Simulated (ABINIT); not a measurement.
## CdS (Greenockite): G0W0 on several meshes in ABINIT

Aim: the GW shift of CdS (Greenockite) against the k mesh.

Calculated with ABINIT 10.8.3; PBE and many-body steps on it, plane waves.

## (1) Set-up

It takes space group P6_3mc (No. 186, hexagonal). The conventional cell has a = 4.137 Å, b = 4.137 Å, c = 6.714 Å, α = 90.00°, β = 90.00°, γ = 120.00°. Cd has 4 S at 2.52 to 2.53 Å nearest. S has 4 Cd at 2.52 to 2.53 Å nearest. Farther neighbours and most contacts between anions are not listed.

The cell and positions come from the Crystallography Open Database and are kept as given unless a step says otherwise.

## (2) Empty states on the mesh, 3×3×2 mesh, 531 bands

This step: ABINIT 10.8.3; DFT, PBE, plane waves, norm-conserving pseudopotentials.

The sums over transitions need many empty states on a uniform mesh; this step solves for them.

File run.abi:

```
acell 3*1.0 Angstrom
rprim 
  4.137000000025 -0.000000000006 0.000000000000
  -2.068500000008 3.582747095481 0.000000000000
  0.000000000000 0.000000000000 6.714400000000
ntypat 2
znucl 48 16
natom 4
typat 1 1 2 2
xred 
  0.666666666667 0.333333333333 0.000000000000
  0.333333333333 0.666666666667 0.500000000000
  0.666666666667 0.333333333333 0.375000000000
  0.333333333333 0.666666666667 0.875000000000
pp_dirpath "pseudos"
pseudos "Cd.upf, S.upf"
ecut 47
ngkpt 3 3 2
nshiftk 1
shiftk 0 0 0
kptopt 1
chksymbreak 0
iscf -2
irdden 1
istwfk *1
nband 531
nbdbuf 48
tolwfr 1e-09
nstep 60
prtvol 0
indata_prefix "in"
outdata_prefix "out"
tmpdata_prefix "tmp"
```

The run is started by

```bash
$ OMP_NUM_THREADS=1 mpirun -n 4 abinit run.abi > log
```

Numbers of over 12 decimals in the logs are rounded to 6 here.

Output:

```text
.Version 10.8.3 of ABINIT. v10.8.2 released Aug 2026.

 Symmetries : space group P6_3 m c (#186); Bravais hP (primitive hexag.)
[... echo of the input left out ...]
== DATASET  1 ==================================================================
-   mpi_nproc: 4, omp_nthreads: 1 (-1 if OMP is not activated)

--- !DatasetInfo
iteration_state: {dtset: 1, }
dimensions: {natom: 4, nkpt: 6, mband: 531, nsppol: 1, nspinor: 1, nspden: 1, mpw: 10374, }
cutoff_energies: {ecut:  47.0, pawecutdg:  -1.0, }
[...]
5.95640    5.95662    5.96560    5.96582    5.98941    5.99103    5.99476    5.99937
   6.00198    6.00339    6.01698    6.01879    6.02288    6.02535    6.02712    6.02906
   6.03055    6.03355    6.03735
 prteigrs : prtvol=0 or 1, do not print more k-points.

== END DATASET(S) ==============================================================
================================================================================

 -outvars: echo values of variables after computation  --------
            nband         531
             nkpt           6
          spgroup         186
 [... the other variables as echoed above ...]

 Calculation completed.
```

The job ended after 21 min (4 MPI ranks of Arm Neoverse V1, shared host; peak memory 0.98 GiB).

This step gave:

- gap: 1.198 eV
- k of the valence top: 0, 0, 0
- k of the conduction bottom: 0, 0, 0
- least direct gap: 1.198 eV
- k points computed: 6
- lowest point of the top converged band, above the valence top: 150.9386 eV

On this mesh the gap is 1.198 eV.

The density comes from a self-consistent run that is not shown.

## (3) Screening, 3×3×2 mesh, 116 bands, screening to 68.6 eV

The RPA dielectric matrix is built and inverted for each q.

This step: RPA screening on PBE, plane waves, norm-conserving pseudopotentials.

Edit run.abi of step 2 so:

```diff
@@ -22,10 +22,11 @@
 chksymbreak 0
-iscf -2
-irdden 1
 istwfk *1
-nband 531
-nbdbuf 48
-tolwfr 1e-09
-nstep 60
-prtvol 0
+occopt 1
+irdwfk 1
+optdriver 3
+nband 116
+ecuteps 2.52
+inclvkb 2
+awtr 1
+symchi 1
 indata_prefix "in"
```

Output:

```text
.Version 10.8.3 of ABINIT. v10.8.2 released Aug 2026.

 Symmetries : space group P6_3 m c (#186); Bravais hP (primitive hexag.)
[... echo of the input left out ...]
== DATASET  1 ==================================================================
-   mpi_nproc: 4, omp_nthreads: 1 (-1 if OMP is not activated)

--- !DatasetInfo
iteration_state: {dtset: 1, }
dimensions: {natom: 4, nkpt: 6, mband: 116, nsppol: 1, nspinor: 1, nspden: 1, mpw: 10374, }
cutoff_energies: {ecut:  47.0, pawecutdg:  -1.0, }
electrons: {nelect:   5.20000000E+01, charge:   0.00000000E+00, occopt:   1.00000000E+00, tsmear:   1.00000000E-02, }

 SCREENING: Calculation of the susceptibility and dielectric matrices

 Based on a program developped by R.W. Godby, V. Olevano, G. Onida, and L. Reining.
 Incorporated in ABINIT by V. Olevano, G.-M. Rignanese, and M. Torrent.
.Using double precision arithmetic ; gwpc =  8

[... cell and pseudopotentials left out ...]
--------------------------------------------------------------------------------

 ==== K-mesh for the wavefunctions ====
 Number of points in the irreducible wedge :     6
[... list of points left out ...]
 Together with 12 symmetry operations and time-reversal symmetry
 yields    18 points in the full Brillouin Zone.

 ==== Q-mesh for the screening function ====
 Number of points in the irreducible wedge :     6
[... list of points left out ...]
 Together with 12 symmetry operations and time-reversal symmetry
 yields    18 points in the full Brillouin Zone.

 setmesh: FFT mesh size selected  =    25x   25x   48
          total number of points  =        30000

 vcoul_init : cutoff-mode = AUXILIARY_FUNCTION
 q-points for optical limit:   1
     1)      0.000010    0.000020    0.000030

- screening: taking advantage of time-reversal symmetry
- Maximum band index for partially occupied states nbvw = 26
- Remaining bands to be divided among processors   nbcw = 90
- Number of bands treated by each node ~22

 Number of electrons calculated from density =   52.0000; Expected =   52.0000
 average of density, n =  0.077428
 r_s =    1.4555
 omega_plasma =   26.8414 [eV]

 calculating chi0 at frequencies [eV] :
  1    0.000000E+00    0.000000E+00
  2    0.000000E+00    2.684136E+01

--------------------------------------------------------------------------------
  q-point number  1        q = ( 0.000000, 0.000000, 0.000000) [r.l.u.]
--------------------------------------------------------------------------------
[... chi0 elements left out ...]
 For q-point:  0.000010 0.000020 0.000030
  dielectric constant =  13.6459
  dielectric constant without local fields =  14.3577

  Average fulfillment of the sum rule on Im[epsilon] for q-point    1 :     49.10  [%]
[... wings left out ...]
  q-point number  2        q = ( 0.333333, 0.000000, 0.000000) [r.l.u.]
--------------------------------------------------------------------------------
[... chi0 elements left out ...]
  Average fulfillment of the sum rule on Im[epsilon] for q-point    2 :     53.98  [%]

 [... 4 further q-points ...]
```

It took 39 s on 4 MPI ranks; peak memory 1.2 GiB; 2.6 min of CPU time.

This step gave:

- ε∞ with local fields, on this mesh, along the program's q direction: 13.65
- the same without local fields: 14.36
- plasma frequency: 26.84 eV
- plane waves in the screening matrix: 135

Local fields lower ε∞ by 5 %. On a Γ-centred mesh this coarse the value itself is usually too large, while a short band sum pulls it down.

## (4) 3×3×2

The self-energy is evaluated for the states that the input lists, and the levels follow from it, in one-shot runs by the linearised quasiparticle equation.

This step: G0W0 on PBE, plane waves, norm-conserving pseudopotentials.

Edit run.abi of step 3 so:

```diff
@@ -25,8 +25,17 @@
 irdwfk 1
-optdriver 3
+optdriver 4
 nband 116
+gwcalctyp 0
+ecutsigx 47
+symsigma 1
+nkptgw 2
+kptgw 
+  0.0000000000 0.0000000000 0.0000000000
+  0.0000000000 0.0000000000 0.5000000000
+bdgw 
+  25 28
+  23 28
 ecuteps 2.52
-inclvkb 2
-awtr 1
-symchi 1
+irdscr 1
+ppmodel 1
 indata_prefix "in"
```

Output:

```text
.Version 10.8.3 of ABINIT. v10.8.2 released Aug 2026.

 Symmetries : space group P6_3 m c (#186); Bravais hP (primitive hexag.)
[... echo of the input left out ...]
== DATASET  1 ==================================================================
-   mpi_nproc: 4, omp_nthreads: 1 (-1 if OMP is not activated)

--- !DatasetInfo
iteration_state: {dtset: 1, }
dimensions: {natom: 4, nkpt: 6, mband: 116, nsppol: 1, nspinor: 1, nspden: 1, mpw: 10374, }
cutoff_energies: {ecut:  47.0, pawecutdg:  -1.0, }
electrons: {nelect:   5.20000000E+01, charge:   0.00000000E+00, occopt:   1.00000000E+00, tsmear:   1.00000000E-02, }

 SIGMA: Calculation of the GW corrections

 Based on a program developped by R.W. Godby, V. Olevano, G. Onida, and L. Reining.
 Incorporated in ABINIT by V. Olevano, G.-M. Rignanese, and M. Torrent.
.Using double precision arithmetic ; gwpc =  8

[... cell and pseudopotentials left out ...]
--------------------------------------------------------------------------------

 ==== K-mesh for the wavefunctions ====
 Number of points in the irreducible wedge :     6
[... list of points left out ...]
 Together with 12 symmetry operations and time-reversal symmetry
 yields    18 points in the full Brillouin Zone.

 ==== Q-mesh for screening function ====
 Number of points in the irreducible wedge :     6
[... list of points left out ...]
 Together with 12 symmetry operations and time-reversal symmetry
 yields    18 points in the full Brillouin Zone.

 vcoul_init : cutoff-mode = AUXILIARY_FUNCTION
 q-points for optical limit:   1
     1)      0.000010    0.000020    0.000030
 setmesh: FFT mesh size selected  =    45x   45x   80
          total number of points  =       162000

 Number of electrons calculated from density =   52.0000; Expected =   52.0000
 average of density, n =  0.077428
 r_s =    1.4555
 omega_plasma =   26.8414 [eV]

 === KS Band Gaps ===
  >>>> For spin  1
   Minimum direct gap =   1.1981 [eV], located at k-point      :   0.0000  0.0000  0.0000
   Fundamental gap    =   1.1981 [eV], Top of valence bands at :   0.0000  0.0000  0.0000
                                       Bottom of conduction at :   0.0000  0.0000  0.0000
 SIGMA fundamental parameters:
 PLASMON POLE MODEL  1
 number of plane-waves for SigmaX                10251
 number of plane-waves for SigmaC and W            135
 number of plane-waves for wavefunctions         10251
 number of bands                                   116
 number of independent spin polarizations            1
 number of spinorial components                      1
 number of k-points in IBZ                           6
 number of q-points in IBZ                           6
 number of symmetry operations                      12
 number of k-points in BZ                           18
 number of q-points in BZ                           18
 number of frequencies for dSigma/dE                 9
 frequency step for dSigma/dE [eV]                0.25
 number of omega for Sigma on real axis              0
 max omega for Sigma on real axis  [eV]           0.00
 zcut for avoiding poles [eV]                     0.10

 EPSILON^-1 parameters (SCR file):
 dimension of the eps^-1 matrix on file            135
 dimension of the eps^-1 matrix used               135
 number of plane-waves for wavefunctions         10251
 number of bands                                   116
 number of q-points in IBZ                           6
 number of frequencies                               2
 number of real frequencies                          1
 number of imag frequencies                          1

 matrix elements of self-energy operator (all in [eV])

 Perturbative Calculation

--- !SelfEnergy_ee
iteration_state: {dtset: 1, }
kpoint     : [   0.000,    0.000,    0.000, ]
spin       : 1
KS_gap     :    1.198
QP_gap     :    2.026
Delta_QP_KS:    0.828
data: !SigmaeeData |
     Band     E0 <VxcDFT>   SigX SigC(E0)      Z dSigC/dE  Sig(E)    E-E0       E
       25   4.369 -15.331 -18.293   2.576   0.784  -0.275 -15.634  -0.302   4.067
       26   4.369 -15.331 -18.293   2.576   0.784  -0.275 -15.634  -0.302   4.067
       27   5.567 -10.684  -6.575  -3.463   0.815  -0.226 -10.158   0.526   6.093
       28   7.145 -11.042  -6.562  -3.687   0.817  -0.224 -10.394   0.648   7.792

--- !SelfEnergy_ee
iteration_state: {dtset: 1, }
kpoint     : [   0.000,    0.000,    0.500, ]
spin       : 1
KS_gap     :    3.241
QP_gap     :    4.202
Delta_QP_KS:    0.961
data: !SigmaeeData |
     Band     E0 <VxcDFT>   SigX SigC(E0)      Z dSigC/dE  Sig(E)    E-E0       E
       23   3.969 -14.821 -17.893   2.631   0.783  -0.277 -15.166  -0.345   3.624
       24   3.969 -14.821 -17.893   2.631   0.783  -0.277 -15.166  -0.345   3.624
       25   3.969 -14.821 -17.893   2.631   0.783  -0.277 -15.166  -0.345   3.624
       26   3.969 -14.821 -17.893   2.631   0.783  -0.277 -15.166  -0.345   3.624
       27   7.211 -11.164  -6.784  -3.621   0.811  -0.233 -10.548   0.615   7.826
       28   7.211 -11.164  -6.784  -3.621   0.811  -0.233 -10.548   0.615   7.826

== END DATASET(S) ==============================================================
================================================================================

 -outvars: echo values of variables after computation  --------
           etotal      0.0000000000E+00
            nband         116
             nkpt           6
          spgroup         186
 [... the other variables as echoed above ...]

 Calculation completed.
```

It took 6.7 s on 4 MPI ranks; peak memory 1 GiB.

This step gave:

- G0W0 gap on the points computed: 2.026 eV
- starting gap on the mesh: 1.198 eV
- k of the valence top: 0, 0, 0
- k of the conduction bottom: 0, 0, 0
- Z at the valence top: 0.784
- Z at the conduction bottom: 0.815
- least direct G0W0 gap on the computed points: 2.026 eV

The gap on the mesh goes from 1.20 eV to 2.03 eV, a correction of +0.83 eV.

## (5) Empty states on the mesh, 3×3×4 mesh, 126 bands

This step: DFT, PBE, plane waves, norm-conserving pseudopotentials.

Edit run.abi of step 4 so:

```diff
@@ -17,3 +17,3 @@
 ecut 47
-ngkpt 3 3 2
+ngkpt 3 3 4
 nshiftk 1
@@ -22,20 +22,10 @@
 chksymbreak 0
+iscf -2
+irdden 1
 istwfk *1
-occopt 1
-irdwfk 1
-optdriver 4
-nband 116
-gwcalctyp 0
-ecutsigx 47
-symsigma 1
-nkptgw 2
-kptgw 
-  0.0000000000 0.0000000000 0.0000000000
-  0.0000000000 0.0000000000 0.5000000000
-bdgw 
-  25 28
-  23 28
-ecuteps 2.52
-irdscr 1
-ppmodel 1
+nband 126
+nbdbuf 10
+tolwfr 1e-09
+nstep 60
+prtvol 0
 indata_prefix "in"
```

Output:

```text
.Version 10.8.3 of ABINIT. v10.8.2 released Aug 2026.

 Symmetries : space group P6_3 m c (#186); Bravais hP (primitive hexag.)
[... echo of the input left out ...]
== DATASET  1 ==================================================================
-   mpi_nproc: 4, omp_nthreads: 1 (-1 if OMP is not activated)

--- !DatasetInfo
iteration_state: {dtset: 1, }
dimensions: {natom: 4, nkpt: 9, mband: 126, nsppol: 1, nspinor: 1, nspden: 1, mpw: 10374, }
cutoff_energies: {ecut:  47.0, pawecutdg:  -1.0, }
[...]
1.73250    1.74748    1.76916    1.79147    1.79147    1.80317    1.84194    1.84194
   1.89732    1.89732    1.90585    1.91623    1.91623    1.93497    1.96832    1.98781
   1.98782    2.02134    2.02179    2.02201    2.04123    2.06151
 prteigrs : prtvol=0 or 1, do not print more k-points.

== END DATASET(S) ==============================================================
================================================================================

 -outvars: echo values of variables after computation  --------
            nband         126
             nkpt           9
          spgroup         186
 [... the other variables as echoed above ...]

 Calculation completed.
```

Elapsed: 2.8 min, on 4 MPI ranks; peak memory 0.53 GiB.

Numbers from this step:

- gap: 1.198 eV
- k of the valence top: 0, 0, 0
- k of the conduction bottom: 0, 0, 0
- least direct gap: 1.198 eV
- k points computed: 9
- lowest point of the top converged band, above the valence top: 47.48 eV

On this mesh the gap is 1.198 eV.

## (6) Screening, 3×3×4 mesh, 116 bands, screening to 68.6 eV

This step: RPA screening on PBE, plane waves, norm-conserving pseudopotentials.

Edit run.abi of step 5 so:

```diff
@@ -22,10 +22,11 @@
 chksymbreak 0
-iscf -2
-irdden 1
 istwfk *1
-nband 126
-nbdbuf 10
-tolwfr 1e-09
-nstep 60
-prtvol 0
+occopt 1
+irdwfk 1
+optdriver 3
+nband 116
+ecuteps 2.52
+inclvkb 2
+awtr 1
+symchi 1
 indata_prefix "in"
```

Output:

```text
.Version 10.8.3 of ABINIT. v10.8.2 released Aug 2026.

 Symmetries : space group P6_3 m c (#186); Bravais hP (primitive hexag.)
[... echo of the input left out ...]
== DATASET  1 ==================================================================
-   mpi_nproc: 4, omp_nthreads: 1 (-1 if OMP is not activated)

--- !DatasetInfo
iteration_state: {dtset: 1, }
dimensions: {natom: 4, nkpt: 9, mband: 116, nsppol: 1, nspinor: 1, nspden: 1, mpw: 10374, }
cutoff_energies: {ecut:  47.0, pawecutdg:  -1.0, }
electrons: {nelect:   5.20000000E+01, charge:   0.00000000E+00, occopt:   1.00000000E+00, tsmear:   1.00000000E-02, }

 SCREENING: Calculation of the susceptibility and dielectric matrices

 Based on a program developped by R.W. Godby, V. Olevano, G. Onida, and L. Reining.
 Incorporated in ABINIT by V. Olevano, G.-M. Rignanese, and M. Torrent.
.Using double precision arithmetic ; gwpc =  8

[... cell and pseudopotentials left out ...]
--------------------------------------------------------------------------------

 ==== K-mesh for the wavefunctions ====
 Number of points in the irreducible wedge :     9
[... list of points left out ...]
 Together with 12 symmetry operations and time-reversal symmetry
 yields    36 points in the full Brillouin Zone.

 ==== Q-mesh for the screening function ====
 Number of points in the irreducible wedge :     9
[... list of points left out ...]
 Together with 12 symmetry operations and time-reversal symmetry
 yields    36 points in the full Brillouin Zone.

 setmesh: FFT mesh size selected  =    25x   25x   48
          total number of points  =        30000

 vcoul_init : cutoff-mode = AUXILIARY_FUNCTION
 q-points for optical limit:   1
     1)      0.000010    0.000020    0.000030

- screening: taking advantage of time-reversal symmetry
- Maximum band index for partially occupied states nbvw = 26
- Remaining bands to be divided among processors   nbcw = 90
- Number of bands treated by each node ~22

 Number of electrons calculated from density =   52.0000; Expected =   52.0000
 average of density, n =  0.077428
 r_s =    1.4555
 omega_plasma =   26.8414 [eV]

 calculating chi0 at frequencies [eV] :
  1    0.000000E+00    0.000000E+00
  2    0.000000E+00    2.684136E+01

--------------------------------------------------------------------------------
  q-point number  1        q = ( 0.000000, 0.000000, 0.000000) [r.l.u.]
--------------------------------------------------------------------------------
[... chi0 elements left out ...]
 For q-point:  0.000010 0.000020 0.000030
  dielectric constant =  10.4269
  dielectric constant without local fields =  11.1152

  Average fulfillment of the sum rule on Im[epsilon] for q-point    1 :     49.09  [%]
[... wings left out ...]
  q-point number  2        q = ( 0.333333, 0.000000, 0.000000) [r.l.u.]
--------------------------------------------------------------------------------
[... chi0 elements left out ...]
  Average fulfillment of the sum rule on Im[epsilon] for q-point    2 :     53.95  [%]

 [... 7 further q-points ...]
```

Wall time 76 s (4 MPI ranks); peak memory 1.6 GiB.

Numbers from this step:

```yaml
eps_infinity_with_local_fields_on_this_mesh_along_the_program_s_q_direction: 10.43
the_same_without_local_fields: 11.12
plasma_frequency: 26.84 eV
plane_waves_in_the_screening_matrix: 135
```

[end of part 1 of 2]

[Paths, hosts, dates, memory and timing lines, banners, echoed tables and standing remarks are left out of the program output.]

[Logs are printed without paths, hosts, clocks, repeated set-up lines and the standing remarks that a program may print on its own settings, such as how far it seeks lower states.]

[Runs of the session that timed out or met a known fault of the program may be left out.]

[Hosts, paths, dates, database ids (printed as entryN), source tags and the programs' standing remarks are cut or masked in the printed files.]

[G0W0 gaps are taken among the corrected bands and points alone; a level outside them can change the order at an edge.]

[Where Ansatz stands beside ABINIT at settings called matched, ABINIT's density can come from a denser mesh and the files from another edition; pairs whose starting gaps differed by over 0.03 eV were left out, so agreement reads better than it is.]
